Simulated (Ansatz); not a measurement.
# TaRu2: relaxing a made-up structure

Starting from a made-up structure for TaRu2, the aim is the relaxed cell, its shortest contacts and, where a second run follows, its electronic structure.

Method: DFT, PBE, plane-wave PAW, files of the set soft_1, scalar-relativistic, no spin, cell and ions relaxed at zero pressure; PAW set soft_1, in Ansatz 0.2.0.

### 1. The structure

Symmetry: Fd-3m, No. 227, cubic system. Conventional cell: a = 7.023 Å, b = 7.023 Å, c = 7.023 Å, α = 90.00°, β = 90.00°, γ = 90.00°. Nearest to Ta lie 12 Ru at 2.91 Å and 4 Ta at 3.04 Å. Nearest to Ru lie 6 Ru at 2.48 Å and 6 Ta at 2.91 Å. Farther neighbours are not listed.

### 2. Relaxation of the guess

The guessed cell has no reason to be at equilibrium. It is relaxed with the atoms, within the space group of the guess.

input.yaml reads:

```yaml
crystal:
  lattice:
    - [0.0, 3.5115, 3.5115]
    - [3.5115, 0.0, 3.5115]
    - [3.5115, 3.5115, 0.0]
  atoms:
    - { symbol: Ta, position: [0.25, 0.25, 0.25] }
    - { symbol: Ta, position: [0.0, 0.0, 0.0] }
    - { symbol: Ru, position: [0.625, 0.125, 0.625] }
    - { symbol: Ru, position: [0.625, 0.625, 0.125] }
    - { symbol: Ru, position: [0.125, 0.625, 0.625] }
    - { symbol: Ru, position: [0.625, 0.625, 0.625] }
kpoints:
  mp_grid: { grid: [7, 7, 7] }
scf:
  occupations: { method: fermi_dirac, width: 0.05 }
hamiltonian:
  xc: pbe
  pseudopotentials: { kind: paw, azcp: { folder: soft_1 } }
relax:
  f_tol: 0.015
  max_steps: 70
  cell: {}
output:
  forces: true
  stress: true
```

On the command line:

```console
$ ansatz run input.yaml --threads 4 --pin off --max-ram 10240MiB --backend cpu --events-out ev --progress --plain --runs-dir out
```

Numbers of over 12 decimals in the logs are rounded to 6 here.

Output:

```text
Engine: ansatz 0.2.0, aarch64-unknown-linux-gnu
Pseudopotentials: kind: paw
Pseudopotential: Ta, paw, valence charge 13, recommended cutoff 420 eV (normal), soft_1/Ta.paw.azcp
Pseudopotential: Ru, paw, valence charge 16, recommended cutoff 420 eV (normal), soft_1/Ru.paw.azcp
Functional definition: PBE
  parameter kappa = 0.804
  parameter beta = 0.066725
  exchange = pbe_x(kappa = kappa, mu = beta*pi^2/3)
  correlation = pbe_c(beta = beta)
Crystal: 6 atoms, lattice volume = 86.598 Å³
Basis set: ecut = 420 eV, 1687 PW (Γ), exchange–correlation on 72×72×72 points (8 copies of the dense FFT grid, shifted against one another)
Bands: 54, of which v1, the nominal top of the filled ones, is band 45 counted from 1 (44 counted from 0)
Symmetry: 48 space group operations
Space group: Fd-3m (ITA 227), of the structure as read, at distance tolerance 4.4e-5 Å
k-points: 20 of 343
Non-local potential: Ta, projectors of the file, l = 0: 3, l = 1: 2, l = 2: 2, l = 3: 1
Non-local potential: Ru, projectors of the file, l = 0: 3, l = 1: 2, l = 2: 2, l = 3: 1
PAW form: soft (Blöchl's): semilocal exchange-correlation on the pseudo side does not see the compensation charge
PAW one-centre angular grid: Ta, 590 points (default); XC on 64 Gauss nodes
PAW one-centre angular grid: Ru, 590 points (default); XC on 64 Gauss nodes
Initial density: superposition of atomic densities (chi_scale 0.1, normalization cell, long waves kept (reshape's long-wave potential 0.00 eV rms))
Initial wavefunctions: pseudopotential atomic-orbital guess
Functional: x = pbe(κ = 0.804, μ = 0.219515), c = pbe(β = 0.066725)
SCF iter   1: F=—  HF=-43393.914165 eV  |F-HF|=—  |Δ(HF+E_count)|=         —  Δρ=2.36e-1  dr2=1.01e2  ethr=3.10e-3  ⟨swp⟩=5.2  Hψ=3325  notcnv=0
preconditioner: auto → Kerker (q_TF=auto, 2.746 Å⁻¹)  [metal: Δε(μ)=0.037 eV  Ē_g=5.318 eV  σ=0.050 eV  W_gap=0.18  n_scr=26 (ndim 8)  ℏωp=25.9 eV  f_vac=0.000  D(μ)=3.06/eV (n_scr^D=14)]
SCF iter   2: F=—  HF=-43383.311026 eV  |F-HF|=—  |Δ(HF+E_count)|=    1.06e1  Δρ=1.02e-1  dr2=2.08e1  ethr=3.10e-3  ⟨swp⟩=3.0  Hψ=2423  notcnv=0  defer=13
SCF iter   3: F=—  HF=-43381.333702 eV  |F-HF|=—  |Δ(HF+E_count)|=    1.98e0  Δρ=2.77e-2  dr2=8.14e-1  ethr=3.10e-3  ⟨swp⟩=3.0  Hψ=1868  notcnv=0  defer=12
SCF iter   4: F=—  HF=-43381.283593 eV  |F-HF|=—  |Δ(HF+E_count)|=   5.01e-2  Δρ=1.01e-2  dr2=1.92e-1  ethr=9.04e-4  ⟨swp⟩=2.4  Hψ=1718  notcnv=0  defer=11
SCF iter   5: F=—  HF=-43381.265272 eV  |F-HF|=—  |Δ(HF+E_count)|=   1.83e-2  Δρ=4.07e-3  dr2=3.38e-2  ethr=2.13e-4  ⟨swp⟩=1.7  Hψ=1121  notcnv=0  defer=11
SCF iter   6: F=—  HF=-43381.261629 eV  |F-HF|=—  |Δ(HF+E_count)|=   3.64e-3  Δρ=6.84e-4  dr2=9.69e-4  ethr=3.75e-5  ⟨swp⟩=1.4  Hψ=1092  notcnv=0  defer=10
SCF iter   7: F=—  HF=-43381.261541 eV  |F-HF|=—  |Δ(HF+E_count)|=   8.77e-5  Δρ=4.00e-5  dr2=1.30e-6  ethr=1.08e-6  ⟨swp⟩=1.9  Hψ=1270  notcnv=0  defer=10
SCF iter   8: F=—  HF=-43381.261546 eV  |F-HF|=—  |Δ(HF+E_count)|=   5.26e-6  Δρ=2.16e-5  dr2=8.10e-7  ethr=1.11e-10  ⟨swp⟩=5.0  Hψ=4110  notcnv=0
SCF iter   9: F=-43381.261546 eV  HF=-43381.261546 eV  |F-HF|=1.55e-8  |Δ(HF+E_count)|=   8.72e-8  Δρ=3.78e-6  dr2=1.76e-8  ethr=1.11e-10  ⟨swp⟩=3.0  Hψ=3691  notcnv=0
SCF 1 converged in 9 iterations: F = -43381.261546 eV  dr2 = 1.76e-8
  greatest PAW one-centre occupation: 1.000 electrons in one spin orbital (limit 2), on the Ru atom at site 5 (counted from 0), in its partial waves of l = 0
relax step   1: F+E_penalty+E_count = -43381.26154629 eV  Δ(F+E_penalty+E_count) = +0.000e0 eV  max|allowed force component| = 1.041e-17 eV/Å  Δτ_max = 0.0000 Å  P = +24.470 GPa  Ω = 86.598 Å³  (9 SCF iters, dr2 threshold 1.00e-7 eV, accepted)
Crystal: 6 atoms, lattice volume = 99.890 Å³
Basis set: ecut = 420 eV, 1917 PW (Γ), exchange–correlation on 72×72×72 points (8 copies of the dense FFT grid, shifted against one another)
Initial density: handed on by an earlier stage of this run
Initial wavefunctions: those handed on with the density
SCF iter   1: F=—  HF=-43381.921150 eV  |F-HF|=—  |Δ(HF+E_count)|=         —  Δρ=4.83e-2  dr2=6.63e0  ethr=3.10e-3  ⟨swp⟩=5.9  Hψ=3458  notcnv=0
preconditioner: auto → Kerker (q_TF=auto, 2.681 Å⁻¹)  [metal: Δε(μ)=0.026 eV  Ē_g=4.349 eV  σ=0.050 eV  W_gap=0.13  n_scr=26 (ndim 8)  ℏωp=24.1 eV  f_vac=0.000  D(μ)=7.78/eV (n_scr^D=88)]
SCF iter   2: F=—  HF=-43381.520935 eV  |F-HF|=—  |Δ(HF+E_count)|=   4.00e-1  Δρ=2.16e-2  dr2=1.45e0  ethr=3.10e-3  ⟨swp⟩=1.0  Hψ=1260  notcnv=0
SCF iter   3: F=—  HF=-43381.407214 eV  |F-HF|=—  |Δ(HF+E_count)|=   1.14e-1  Δρ=2.78e-3  dr2=1.20e-2  ethr=1.62e-3  ⟨swp⟩=1.9  Hψ=1147  notcnv=0  defer=1
SCF iter   4: F=—  HF=-43381.406633 eV  |F-HF|=—  |Δ(HF+E_count)|=   5.82e-4  Δρ=5.44e-4  dr2=1.96e-4  ethr=1.34e-5  ⟨swp⟩=2.1  Hψ=1477  notcnv=0  defer=8
SCF iter   5: F=—  HF=-43381.406646 eV  |F-HF|=—  |Δ(HF+E_count)|=   1.35e-5  Δρ=1.31e-4  dr2=2.27e-5  ethr=2.18e-7  ⟨swp⟩=2.4  Hψ=1669  notcnv=0  defer=8
SCF iter   6: F=—  HF=-43381.406645 eV  |F-HF|=—  |Δ(HF+E_count)|=   9.55e-7  Δρ=2.76e-5  dr2=1.70e-6  ethr=2.53e-8  ⟨swp⟩=1.9  Hψ=1188  notcnv=0  defer=8
SCF iter   7: F=-43381.406645 eV  HF=-43381.406645 eV  |F-HF|=9.08e-8  |Δ(HF+E_count)|=   1.08e-7  Δρ=6.36e-6  dr2=1.09e-7  ethr=6.67e-10  ⟨swp⟩=3.2  Hψ=3007  notcnv=0
SCF 2 converged in 7 iterations: F = -43381.406645 eV  dr2 = 1.09e-7
  greatest PAW one-centre occupation: 1.000 electrons in one spin orbital (limit 2), on the Ru atom at site 3 (counted from 0), in its partial waves of l = 0
relax step   2: F+E_penalty+E_count = -43381.40664516 eV  Δ(F+E_penalty+E_count) = -1.451e-1 eV  max|allowed force component| = 2.197e-17 eV/Å  Δτ_max = 0.0000 Å  P = -15.426 GPa  Ω = 99.890 Å³  energy of the carried Pulay correction = -1.716e-2 eV  (7 SCF iters, dr2 threshold 6.00e-7 eV, accepted)
Crystal: 6 atoms, lattice volume = 94.295 Å³
Basis set: ecut = 420 eV, 1837 PW (Γ), exchange–correlation on 72×72×72 points (8 copies of the dense FFT grid, shifted against one another)
iter 1 solved again at ethr=9.38e-4 eV; its pass at ethr=3.10e-3 eV (dr2=8.44e-1 eV) is discarded
SCF iter   1: F=—  HF=-43381.804128 eV  |F-HF|=—  |Δ(HF+E_count)|=         —  Δρ=1.82e-2  dr2=8.46e-1  ethr=9.38e-4  ⟨swp⟩=1.0  Hψ=4772  notcnv=0
preconditioner: auto → Kerker (q_TF=auto, 2.707 Å⁻¹)  [metal: Δε(μ)=0.010 eV  Ē_g=4.527 eV  σ=0.050 eV  W_gap=0.05  n_scr=26 (ndim 8)  ℏωp=24.8 eV  f_vac=0.000  D(μ)=7.53/eV (n_scr^D=88)]
SCF iter   2: F=—  HF=-43381.750765 eV  |F-HF|=—  |Δ(HF+E_count)|=   5.34e-2  Δρ=8.12e-3  dr2=1.85e-1  ethr=9.38e-4  ⟨swp⟩=1.0  Hψ=1080  notcnv=0
SCF iter   3: F=—  HF=-43381.735796 eV  |F-HF|=—  |Δ(HF+E_count)|=   1.50e-2  Δρ=1.14e-3  dr2=2.18e-3  ethr=2.06e-4  ⟨swp⟩=1.8  Hψ=1148  notcnv=0
SCF iter   4: F=—  HF=-43381.735572 eV  |F-HF|=—  |Δ(HF+E_count)|=   2.24e-4  Δρ=1.97e-4  dr2=3.29e-5  ethr=2.42e-6  ⟨swp⟩=2.1  Hψ=1517  notcnv=0
SCF iter   5: F=—  HF=-43381.735577 eV  |F-HF|=—  |Δ(HF+E_count)|=   4.99e-6  Δρ=4.19e-5  dr2=1.27e-6  ethr=3.65e-8  ⟨swp⟩=1.9  Hψ=1273  notcnv=0
SCF iter   6: F=-43381.735577 eV  HF=-43381.735577 eV  |F-HF|=3.97e-8  |Δ(HF+E_count)|=   1.68e-8  Δρ=7.71e-6  dr2=7.48e-8  ethr=6.67e-10  ⟨swp⟩=4.0  Hψ=3272  notcnv=0
SCF 3 converged in 6 iterations: F = -43381.735577 eV  dr2 = 7.48e-8
relax step   3: F+E_penalty+E_count = -43381.73557678 eV  Δ(F+E_penalty+E_count) = -3.289e-1 eV  max|allowed force component| = 1.927e-17 eV/Å  Δτ_max = 0.0000 Å  P = -2.298 GPa  Ω = 94.295 Å³  energy of the carried Pulay correction = -1.024e-2 eV  (6 SCF iters, dr2 threshold 6.00e-7 eV, accepted)
Crystal: 6 atoms, lattice volume = 93.379 Å³
iter 1 solved again at ethr=2.76e-5 eV; its pass at ethr=3.10e-3 eV (dr2=2.48e-2 eV) is discarded
SCF iter   1: F=—  HF=-43381.744561 eV  |F-HF|=—  |Δ(HF+E_count)|=         —  Δρ=3.09e-3  dr2=2.45e-2  ethr=2.76e-5  ⟨swp⟩=1.0  Hψ=3587  notcnv=0
preconditioner: auto → Kerker (q_TF=auto, 2.712 Å⁻¹)  [metal: Δε(μ)=0.016 eV  Ē_g=4.603 eV  σ=0.050 eV  W_gap=0.08  n_scr=26 (ndim 8)  ℏωp=24.9 eV  f_vac=0.000  D(μ)=7.41/eV (n_scr^D=64)]
SCF iter   2: F=—  HF=-43381.743014 eV  |F-HF|=—  |Δ(HF+E_count)|=   1.55e-3  Δρ=1.40e-3  dr2=5.53e-3  ethr=2.73e-5  ⟨swp⟩=1.0  Hψ=1080  notcnv=0
SCF iter   3: F=—  HF=-43381.742556 eV  |F-HF|=—  |Δ(HF+E_count)|=   4.58e-4  Δρ=1.91e-4  dr2=5.72e-5  ethr=6.14e-6  ⟨swp⟩=1.4  Hψ=1091  notcnv=0
SCF iter   4: F=—  HF=-43381.742553 eV  |F-HF|=—  |Δ(HF+E_count)|=   2.90e-6  Δρ=3.03e-5  dr2=6.47e-7  ethr=6.36e-8  ⟨swp⟩=2.0  Hψ=1519  notcnv=0
iter 5 did not close the SCF: its close was put off for the readings that it lacked (scf_convergence_deferred on its scf_iter line)
SCF iter   5: F=-43381.742553 eV  HF=-43381.742553 eV  |F-HF|=1.12e-8  |Δ(HF+E_count)|=   4.33e-8  Δρ=6.65e-6  dr2=3.79e-8  ethr=7.19e-10  ⟨swp⟩=2.5  Hψ=2004  notcnv=0
SCF iter   6: F=-43381.742553 eV  HF=-43381.742553 eV  |F-HF|=8.66e-10  |Δ(HF+E_count)|=   3.06e-9  Δρ=1.30e-6  dr2=1.82e-9  ethr=4.21e-11  ⟨swp⟩=1.4  Hψ=2832  notcnv=0
SCF 4 converged in 6 iterations: F = -43381.742553 eV  dr2 = 1.82e-9
relax step   4: F+E_penalty+E_count = -43381.74255333 eV  Δ(F+E_penalty+E_count) = -6.977e-3 eV  max|allowed force component| = 2.197e-17 eV/Å  Δτ_max = 0.0000 Å  P = +0.289 GPa  Ω = 93.379 Å³  energy of the carried Pulay correction = -9.069e-3 eV  (6 SCF iters, dr2 threshold 6.00e-7 eV, accepted)
Crystal: 6 atoms, lattice volume = 93.478 Å³
iter 1 solved again at ethr=3.23e-7 eV; its pass at ethr=3.10e-3 eV (dr2=2.91e-4 eV) is discarded
SCF iter   1: F=—  HF=-43381.742544 eV  |F-HF|=—  |Δ(HF+E_count)|=         —  Δρ=3.36e-4  dr2=2.94e-4  ethr=3.23e-7  ⟨swp⟩=1.0  Hψ=3414  notcnv=0
preconditioner: auto → Kerker (q_TF=auto, 2.711 Å⁻¹)  [metal: Δε(μ)=0.031 eV  Ē_g=4.603 eV  σ=0.050 eV  W_gap=0.15  n_scr=26 (ndim 8)  ℏωp=24.9 eV  f_vac=0.000  D(μ)=7.46/eV (n_scr^D=64)]
SCF iter   2: F=—  HF=-43381.742529 eV  |F-HF|=—  |Δ(HF+E_count)|=   1.49e-5  Δρ=1.54e-4  dr2=6.66e-5  ethr=3.23e-7  ⟨swp⟩=1.0  Hψ=1080  notcnv=0
SCF iter   3: F=—  HF=-43381.742516 eV  |F-HF|=—  |Δ(HF+E_count)|=   1.23e-5  Δρ=2.06e-5  dr2=6.75e-7  ethr=7.39e-8  ⟨swp⟩=1.4  Hψ=1091  notcnv=0
iter 4 did not close the SCF: its close was put off for the readings that it lacked (scf_convergence_deferred on its scf_iter line)
SCF iter   4: F=-43381.742516 eV  HF=-43381.742516 eV  |F-HF|=1.26e-9  |Δ(HF+E_count)|=   6.10e-8  Δρ=3.23e-6  dr2=7.06e-9  ethr=7.50e-10  ⟨swp⟩=2.0  Hψ=1520  notcnv=0
iter 5 did not close the SCF: its close was put off for the readings that it lacked (scf_convergence_deferred on its scf_iter line)
SCF iter   5: F=-43381.742516 eV  HF=-43381.742516 eV  |F-HF|=1.60e-10  |Δ(HF+E_count)|=  3.64e-10  Δρ=7.03e-7  dr2=4.67e-10  ethr=7.85e-12  ⟨swp⟩=2.5  Hψ=2007  notcnv=0
SCF iter   6: F=-43381.742516 eV  HF=-43381.742516 eV  |F-HF|=0.00e0  |Δ(HF+E_count)|=  3.64e-11  Δρ=1.33e-7  dr2=2.18e-11  ethr=1.00e-12  ⟨swp⟩=1.0  Hψ=2250  notcnv=0
SCF 5 converged in 6 iterations: F = -43381.742516 eV  dr2 = 2.18e-11
relax step   5: F+E_penalty+E_count = -43381.74251624 eV  Δ(F+E_penalty+E_count) = +3.709e-5 eV  max|allowed force component| = 2.737e-17 eV/Å  Δτ_max = 0.0000 Å  P = +0.003 GPa  Ω = 93.478 Å³  energy of the carried Pulay correction = -9.197e-3 eV  (6 SCF iters, dr2 threshold 2.09e-7 eV, accepted)
Initial wavefunctions: pseudopotential atomic-orbital guess (no wavefunctions were taken with the density)
iter 1 solved again at ethr=5.59e-8 eV; its pass at ethr=3.10e-3 eV (dr2=5.03e-5 eV) is discarded
SCF iter   1: F=—  HF=-43381.751868 eV  |F-HF|=—  |Δ(HF+E_count)|=         —  Δρ=5.48e-4  dr2=1.00e-5  ethr=5.59e-8  ⟨swp⟩=3.0  Hψ=5997  notcnv=0
preconditioner: auto → Kerker (q_TF=auto, 2.711 Å⁻¹)  [metal: Δε(μ)=0.029 eV  Ē_g=4.602 eV  σ=0.050 eV  W_gap=0.15  n_scr=26 (ndim 8)  ℏωp=24.9 eV  f_vac=0.000  D(μ)=7.45/eV (n_scr^D=64)]
SCF iter   2: F=—  HF=-43381.752196 eV  |F-HF|=—  |Δ(HF+E_count)|=   3.28e-4  Δρ=2.79e-4  dr2=2.44e-6  ethr=1.11e-8  ⟨swp⟩=1.0  Hψ=1080  notcnv=0
SCF iter   3: F=—  HF=-43381.752304 eV  |F-HF|=—  |Δ(HF+E_count)|=   1.08e-4  Δρ=1.46e-5  dr2=2.93e-8  ethr=2.71e-9  ⟨swp⟩=2.0  Hψ=1912  notcnv=0
SCF iter   4: F=—  HF=-43381.752305 eV  |F-HF|=—  |Δ(HF+E_count)|=   2.31e-7  Δρ=2.56e-6  dr2=4.97e-9  ethr=3.25e-11  ⟨swp⟩=3.0  Hψ=2096  notcnv=0
SCF iter   5: F=—  HF=-43381.752305 eV  |F-HF|=—  |Δ(HF+E_count)|=   4.36e-9  Δρ=3.68e-7  dr2=1.12e-10  ethr=5.52e-12  ⟨swp⟩=2.2  Hψ=1378  notcnv=0
SCF iter   6: F=-43381.752305 eV  HF=-43381.752305 eV  |F-HF|=1.46e-11  |Δ(HF+E_count)|=  1.46e-11  Δρ=5.13e-8  dr2=9.39e-13  ethr=1.00e-12  ⟨swp⟩=3.5  Hψ=3111  notcnv=0
SCF 6 converged in 6 iterations: F = -43381.752305 eV  dr2 = 9.39e-13
  greatest PAW one-centre occupation: 1.000 electrons in one spin orbital (limit 2), on the Ru atom at site 4 (counted from 0), in its partial waves of l = 0
relax step   6: F+E_penalty+E_count = -43381.75230455 eV  Δ(F+E_penalty+E_count) = -9.788e-3 eV  max|allowed force component| = 2.274e-17 eV/Å  Δτ_max = 0.0000 Å  P = +0.037 GPa  Ω = 93.478 Å³  stress off target by 3.70e-2 GPa  SCF on the basis re-selected at this cell (its energy is not comparable with the rows above)  (6 SCF iters)
basis re-selected at this cell: Δ(F+E_penalty+E_count) = -9.788e-3 eV, ΔP = +0.034 GPa vs the last step (what re-selecting the basis moved, of the pressure what is left beyond the Pulay correction that the steps carried, after the strain that the cell walked since its last selection, with what the two solves' SCF thresholds leave and, on support functions, any second-order correction that the steps lacked; it is no m [...]
SCF converged after 6 iterations
Free energy (F): -43381.752305 eV
Harris-Foulkes:  -43381.752305 eV  (|F-HF|=1.46e-11)
Internal energy: -43381.691832 eV  (E = F + TS)
E sigma→0 (E₀):  -43381.722068 eV
Entropy (-TS):   -0.060473 eV (-10.079 meV/atom)
Fermi energy:    20.951411 eV
--- Per-component energies (eV) ---
  E_band       = -549.511887
  E_kinetic    = 2620.400722
  E_local      = -7120.354742  (includes V_loc(G=0)·N_el)
  E_nonlocal   = 1629.634000
  E_hartree    = 2498.222106
  E_xc         = -1320.534952
  E_vxc        = -1324.694026  (∫ρ·V_xc dr)
  E_paw        = -30615.631988  (= ΣΔE_a)
  E_vpaw       = -1350.944929  (= ΣTr[D̂ρ^β])
  E_aug_tail   = 0.002871  (compensation charges beyond the density's cutoff)
  E_ewald      = -11073.429849
  E_smearing   = -0.060473  (= −TS)
  E_closure    = 0.000000  (closes the sum)
  Σ components = -43381.752305   (vs F -43381.752305, Δ=0.00e0)
--- Forces (eV/Å), atoms counted from 1 ---
  atom   1  Ta    -0.00000000    -0.00000000    -0.00000000
  atom   2  Ta     0.00000000    -0.00000000     0.00000000
  atom   3  Ru     0.00000000    -0.00000000     0.00000000
  atom   4  Ru     0.00000000    -0.00000000    -0.00000000
  atom   5  Ru     0.00000000    -0.00000000     0.00000000
  atom   6  Ru     0.00000000    -0.00000000     0.00000000
  max |Σ_I F_I| component: 4.63e-18 eV/Å
--- Stress (GPa, compression-positive) ---
        0.037001       0.000000       0.000000
        0.000000       0.037001       0.000000
        0.000000      -0.000000       0.037001
  P = ⅓ Tr σ = 0.0370 GPa (0.370 kbar)
--- Relaxed structure (5 steps of the walk, 5 accepted, 1 SCFs on fresh bases) ---
  F+E_penalty+E_count = -43381.75230455 eV   max|allowed force component| = 2.274e-17 eV/Å   (the final SCF, on the basis selected at the relaxed cell)
  cell:  # Å, volume = 93.4782 Å³
    - [0, 3.602136, 3.602136]
    - [3.602136, 0, 3.602136]
    - [3.602136, 3.602136, 0]
  atoms:
    - { symbol: Ta, position: [0.250000, 0.250000, 0.250000] }
    - { symbol: Ta, position: [0, 0, 0] }
    - { symbol: Ru, position: [0.625, 0.125000, 0.625] }
    - { symbol: Ru, position: [0.625, 0.625, 0.125000] }
    - { symbol: Ru, position: [0.125000, 0.625, 0.625] }
    - { symbol: Ru, position: [0.625, 0.625, 0.625] }
```

Elapsed: 8.2 s, on 4 threads of Arm Neoverse V1, shared host; peak memory 0.48 GiB; 30 s of CPU time.

Relaxation path:

```
step  energy less that of the first step (eV)  largest force component (eV/Å)  pressure (GPa)  volume (Å³)
   1                                   0.0000                          0.0000           24.47        86.60
   2                                  -0.1451                          0.0000          -15.43        99.89
   3                                  -0.4740                          0.0000           -2.30        94.29
   4                                  -0.4810                          0.0000            0.29        93.38
   5                                  -0.4810                          0.0000            0.00        93.48
  6*                                  -0.4908                          0.0000            0.04        93.48
```

Relaxation steps marked * repeat the geometry before them on a plane-wave basis chosen anew for their cell, so energy and pressure can jump there.

Forces are held to the 48 operations that the run works with; a distortion that breaks them can't arise in this run.

```
conventional cell, symmetrised  before  after  change
                         a (Å)   7.023  7.204  +2.6 %
                         b (Å)   7.023  7.204  +2.6 %
                         c (Å)   7.023  7.204  +2.6 %
              volume (Å³/atom)   14.43  15.58  +7.9 %
```

Final coordinates:

```xyz
6
Lattice="0.0000 3.6021 3.6021 3.6021 0.0000 3.6021 3.6021 3.6021 0.0000" Properties=species:S:1:pos:R:3 pbc="T T T"
Ta    1.8011    1.8011    1.8011
Ta    0.0000    0.0000    0.0000
Ru    2.7016    4.5027    2.7016
Ru    2.7016    2.7016    4.5027
Ru    4.5027    2.7016    2.7016
Ru    4.5027    4.5027    4.5027
```

Numbers from this step:

```
free energy             : -43381.7523 eV
energy at zero smearing : -43381.7221 eV
smearing term TS        : 0.06047 eV
Fermi energy            : 20.95 eV
electrons               : 90
symmetry operations     : 48
pressure                : 0.03700 GPa
```

The shortest distance of each pair, which need not be the same contact before and after:

```
 pair  guess (Å)  relaxed (Å)
Ru–Ru      2.483        2.547
Ru–Ta      2.912        2.987
Ta–Ta      3.041        3.120
```

The relaxation ends with a pressure of 0.04 GPa.

### 3. Summary of results

```yaml
space_group_relaxed: Fd-3m
conventional_cell: a = 7.204, b = 7.204, c = 7.204 Å; α = 90.0°, β = 90.0°, γ = 90.0°
volume_per_atom: 15.58 Å³ (guess 14.43)
```

TaRu2 relaxes to Fd-3m with a = 7.204, b = 7.204 and c = 7.204 Å. The guessed volume was 7 % too small. The space group Fd-3m was held in the relaxation, so the end point is a stationary structure within it and may be a saddle against distortions or other arrangements. Mesh and cutoff weren't tested. Spin-orbit coupling is left out, which can matter for elements this heavy. No dispersion term is used, so weakly bound directions may come out too long. The runs have no spin, and magnetism wasn't tested. Nothing here tests whether the compound is stable against decomposition.

[Logs are printed without paths, hosts, clocks, repeated set-up lines and the standing remarks that a program may print on its own settings, such as how far it seeks lower states.]

[Hosts, paths, dates, database ids (printed as entryN), source tags and the programs' standing remarks are cut or masked in the printed files.]
